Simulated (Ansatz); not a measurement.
# G0W0 on several functionals: TiO2 (I4/m), part 2 of 2

How much of the starting functional survives in the G0W0 gap of TiO2 (I4/m)?

Ansatz 0.2.0; G0W0 on several functionals, plane waves, PAW. Known limits of the many-body steps: not at the basis limit.

So far. Step 3 (G0W0 on r2SCAN): Against the run with 4×4×4 mesh, 324 empty bands, screening to 100 eV, PAW set soft_1 files on LDA, the gap moves by −0.08 eV, while the start moved by +0.49 eV. Step 4 (G0W0 on HSE06): Against the run with 4×4×4 mesh, 324 empty bands, screening to 100 eV, PAW set soft_1 files on r2SCAN, the gap moves by +0.30 eV, while the start moved by +1.01 eV.

In doubt: masses and optical values from hybrid runs of this build are listed as unsure (steps 4, 5, 6), which bears on the screening that GW takes from such a start.

## 5. G0W0 on PBE0

This step: G0W0 on PBE0, plane waves, PAW; PAW set soft_1.

input.yaml reads:

```yaml
crystal:
  lattice:
    - [-4.3507577183, 4.3507577183, 1.8875555959]
    - [4.3507577183, -4.3507577183, 1.8875555959]
    - [4.3507577183, 4.3507577183, -1.8875555959]
  atoms:
    - { symbol: Ti, position: [0.2922817, 0.00285525, 0.29513695] }
    - { symbol: Ti, position: [0.00285525, 0.7077183, 0.71057354] }
    - { symbol: Ti, position: [0.99714475, 0.2922817, 0.28942646] }
    - { symbol: Ti, position: [0.7077183, 0.99714475, 0.70486305] }
    - { symbol: O, position: [0.49886382, 0.15078472, 0.64964854] }
    - { symbol: O, position: [0.16166201, 0.8403974, 0.00205942] }
    - { symbol: O, position: [0.15078471, 0.50113618, 0.65192089] }
    - { symbol: O, position: [0.15960259, 0.16166201, 0.32126461] }
    - { symbol: O, position: [0.8403974, 0.83833799, 0.67873539] }
    - { symbol: O, position: [0.84921528, 0.49886382, 0.34807911] }
    - { symbol: O, position: [0.83833799, 0.15960259, 0.99794058] }
    - { symbol: O, position: [0.50113618, 0.84921529, 0.35035146] }
kpoints:
  mp_grid: { grid: [4, 4, 4] }
hamiltonian:
  xc: pbe0
  pseudopotentials: { kind: paw, azcp: { folder: soft_1 } }
scf:
  occupations: { method: fixed }
gw:
  n_empty_bands: 324
  ecut_chi: 100
  qp_bands: [v4, c4]
  qp_kpoints: band_edges
  screening: { model: contour_deformation }
```

The run is started by

```bash
$ ansatz run input.yaml --threads 2 --pin off --max-ram 92160MiB --backend cuda --events-out ev --progress --plain --runs-dir out --devices 1 --max-vram 13GiB
```

Numbers of over 12 decimals in the logs are rounded to 6 here.

Output:

```text
GPUs: using 1 of 1 available (devices: 1).
[...]
GPU FFT provider: cuFFT
GPU libraries: cuBLAS 13.8.2, cuFFT 12.4.0, cuSOLVER 12.3.4
Crystal: 12 atoms, lattice volume = 142.919 Å³
Basis set: ecut = 420 eV, 2795 PW (Γ)
Bands: 60, of which v1, the nominal top of the filled ones, is band 48 counted from 1 (47 counted from 0)
Symmetry: 8 space group operations
[...]
k-points: 14 of 64
[...]
0    51     10.7253   -13.3848    -5.8183   -19.8714  0.7764    11.3988    11.3937  root
     0    52     10.7887   -13.5290    -6.1553   -20.4044  0.7728    11.5150    11.5088  root
[...]
13    49     10.5605   -13.0646    -5.5760   -19.2945  0.7835    11.2191    11.2144  root
    13    50     10.6009   -12.7178    -6.1898   -19.5667  0.7754    11.2652    11.2600  root
    13    51     10.6009   -12.7178    -6.1898   -19.5667  0.7754    11.2652    11.2600  root
    13    52     10.8772   -13.1265    -6.5192   -20.3465  0.7678    11.5843    11.5780  root
[key lines of the parts left out:]
Free energy (F): -14553.051795 eV
Fermi energy:    5.424214 eV
```

The job ended after 88 s (1 × NVIDIA H100 80GB HBM3 (shared by 6 runs) with 2 threads of AMD EPYC 7R13 (Zen 3), shared host; peak memory 2.5 GiB).

Numbers from this step:

```
bands summed                                 : 372
RPA ε∞ on this mesh (eigenvalues)            : 3.973, 4.157, 4.157
plane waves in the screening matrix          : 331
G0W0 gap on the mesh                         : 3.697 eV
k of the valence top                         : -0.5, -0.5, -0.5
k of the conduction bottom                   : 0, 0, 0
starting gap on the mesh                     : 3.767 eV
least direct G0W0 gap on the computed points : 4.537 eV
```

Against the run with 4×4×4 mesh, 324 empty bands, screening to 100 eV, PAW set soft_1 files on HSE06, the gap moves by +0.26 eV, while the start moved by +0.74 eV.

## 6. G0W0 on Hartree-Fock

This step: G0W0 on Hartree-Fock, plane waves, PAW; PAW set soft_1.

input.yaml: that of step 5 with these lines changed.

```diff
@@ -21,3 +21,3 @@
 hamiltonian:
-  xc: pbe0
+  xc: hf
   pseudopotentials: { kind: paw, azcp: { folder: soft_1 } }
```

Output:

```text
GPUs: using 1 of 1 available (devices: 1).
[...]
GPU FFT provider: cuFFT
GPU libraries: cuBLAS 13.8.2, cuFFT 12.4.0, cuSOLVER 12.3.4
Crystal: 12 atoms, lattice volume = 142.919 Å³
Basis set: ecut = 420 eV, 2795 PW (Γ)
Bands: 60, of which v1, the nominal top of the filled ones, is band 48 counted from 1 (47 counted from 0)
Symmetry: 8 space group operations
[...]
k-points: 14 of 64
[...]
0    51     15.7311   -11.5403    -4.0355   -11.5468  0.8798    11.7500    11.7021  root
     0    52     16.0198   -11.9447    -4.2112   -11.9447  0.8766    11.8632    11.8087  root
[...]
13    49     15.4267   -11.1586    -3.8709   -11.1589  0.8846    11.5977    11.5561  root
    13    50     15.7805   -11.1897    -4.1977   -11.1949  0.8786    11.6414    11.5880  root
    13    51     15.7805   -11.1897    -4.1977   -11.1949  0.8786    11.6414    11.5880  root
    13    52     16.2169   -11.7536    -3.9239   -11.7617  0.8776    12.3473    12.3011  root
[key lines of the parts left out:]
Free energy (F): -14393.390767 eV
Fermi energy:    2.358108 eV
```

Run time: 2.5 min. Hardware: 1 × NVIDIA H100 80GB HBM3 (shared by 6 runs) with 2 threads; peak memory 2.5 GiB.

This step gave:

| Property | Result |
| --- | --- |
| bands summed | 372 |
| RPA ε∞ on this mesh (eigenvalues) | 2.183, 2.304, 2.304 |
| plane waves in the screening matrix | 331 |
| G0W0 gap on the mesh | 4.606 eV |
| k of the valence top | -0.5, -0.5, -0.5 |
| k of the conduction bottom | 0, 0, 0 |
| starting gap on the mesh | 11.60 eV |
| least direct G0W0 gap on the computed points | 5.545 eV |

Against the run with 4×4×4 mesh, 324 empty bands, screening to 100 eV, PAW set soft_1 files on PBE0, the gap moves by +0.91 eV, while the start moved by +7.83 eV.

## 7. Side by side

All on the 4×4×4 mesh with 324 empty bands and screening to 100 eV. Times are wall times on 1 × NVIDIA H100 80GB HBM3 (shared by 6 runs) with 2 threads of AMD EPYC 7R13 (Zen 3), shared host, good to a factor of about two.

```
       start  starting gap (eV)  shift (eV)  G0W0 gap (eV)  RPA ε∞ (harmonic mean)  Z (valence, conduction)     time
         LDA               1.53       +1.69           3.22                    6.20               0.72, 0.74     33 s
      r2SCAN               2.01       +1.13           3.14                    5.36               0.73, 0.75     32 s
       HSE06               3.02       +0.41           3.44                    4.39               0.76, 0.78     91 s
        PBE0               3.77       −0.07           3.70                    4.09               0.78, 0.80     88 s
Hartree-Fock              11.60       −6.99           4.61                    2.26               0.88, 0.89  2.5 min
```

The parts of the quasiparticle energy at the two band edges (eV; QP = start + Σx + Σc − Vxc):

```
   run               edge  start      Σx     Σc     Vxc     Z    QP
   LDA        valence top   6.37  -25.82   4.51  -21.26  0.72  6.32
   LDA  conduction bottom   7.90  -12.62  -6.24  -20.51  0.74  9.54
r2SCAN        valence top   6.39  -25.97   4.49  -21.58  0.73  6.50
r2SCAN  conduction bottom   8.40  -12.54  -6.12  -19.88  0.75  9.63
 HSE06        valence top   5.81  -26.02   4.24  -22.20  0.76  6.23
 HSE06  conduction bottom   8.84  -12.02  -5.71  -18.56  0.78  9.66
  PBE0        valence top   5.42  -26.02   4.10  -22.59  0.78  6.10
  PBE0  conduction bottom   9.19  -12.00  -5.56  -18.17  0.80  9.79
```

For a hybrid start, Vxc holds its share of exact exchange.

## 8. Outcome

- G0W0@LDA: 3.22 eV (start 1.53 eV)
- G0W0@r2SCAN: 3.14 eV (start 2.01 eV)
- G0W0@HSE06: 3.44 eV (start 3.02 eV)
- G0W0@PBE0: 3.70 eV (start 3.77 eV)
- G0W0@Hartree-Fock: 4.61 eV (start 11.60 eV)
- known limits: not at the basis limit

What this shows: The starting gaps span 10.07 eV and the G0W0 gaps 1.47 eV. Between LDA and Hartree-Fock, 1.39 eV of the 10.07 eV survives, 14 %. The order is not kept throughout: r2SCAN starts 0.49 eV above LDA and ends 0.08 eV below it, so orbitals matter beside the gap. Hartree-Fock screens less than LDA (ε∞ 2.26 against 6.20). Of the 1.39 eV by which its G0W0 gap is higher, the correlation part gives +3.74 eV, and exchange with the one-particle terms, which follow the orbitals, −2.35 eV. On PBE0 and Hartree-Fock the correction is negative: that start lies above its own G0W0 value. The smallest correction, −0.07 eV, is on PBE0, the start nearest to reproducing itself. Bands and cutoff are finite, so the gap is not at the basis limit. The miss can reach some tenths of an eV and take either sign; the mesh is an error of its own. The program warns that the mesh is coarse for exact exchange, which bears on the hybrid start's gap.

[Paths, hosts, dates, memory and timing lines, banners, echoed tables and standing remarks are left out of the program output.]

[Logs are printed without paths, hosts, clocks, repeated set-up lines and the standing remarks that a program may print on its own settings, such as how far it seeks lower states.]

[Runs of the session that timed out or met a known fault of the program may be left out.]

[Cells called generated may have been cut or substituted from an entry of the Crystallography Open Database or the Materials Project.]

[Hosts, paths, dates, database ids (printed as entryN), source tags and the programs' standing remarks are cut or masked in the printed files.]
